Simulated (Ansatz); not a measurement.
The compound is TcCl2 (1T sheet).

The cell holds 3 atoms: 1 Tc and 2 Cl. Cell: a = 3.234 Å, b = 3.234 Å, c = 30.112 Å, α = 90.0°, β = 90.0°, γ = 120.0°. Vacuum lies along c.

```
Tc Cl
1.0
     0.00000    2.28696    2.28696
     2.28696   -2.28696    0.00000
    17.38504   17.38504  -17.38504
Tc Cl
1 2
Direct
  0.00000 0.00000 0.31808
  0.33333 0.66667 0.36893
  0.66667 0.33333 0.26723
```

The structure was relaxed with PBEsol. The structure was generated from a model, not taken from a measurement. The runs that relaxed it are not among those shown. The program's search for lower electronic states was switched off, so nothing shows that the state found is the lowest. PAW set soft_2, made with PBE.

A constrained-RPA run (Ansatz 0.2.0; non-magnetic PBEsol; Tc d, bands v3 to c2, 6×6×1 mesh, medium accuracy) builds 5 functions on bands 5.1 eV wide, with 5.0 electrons in the window. The bare on-site interaction is 11.7 eV and the bare J 0.39 eV.

Question: What U and J survive the screening?

On the Tc d shell, U = 3.97 eV (34 % of the bare value), U′ = 3.35 eV, J = 0.29 eV.

The parent state is non-magnetic and the interaction static (zero frequency); U depends on the window and the orbitals, so it belongs to this model alone.

[Paths, hosts, dates, memory and timing lines, banners, echoed tables and standing remarks are left out of the program output.]

[Logs are printed without paths, hosts, clocks, repeated set-up lines and the standing remarks that a program may print on its own settings, such as how far it seeks lower states.]

[Runs of the session that timed out or met a known fault of the program may be left out.]

[Hosts, paths, dates, database ids (printed as entryN), source tags and the programs' standing remarks are cut or masked in the printed files.]
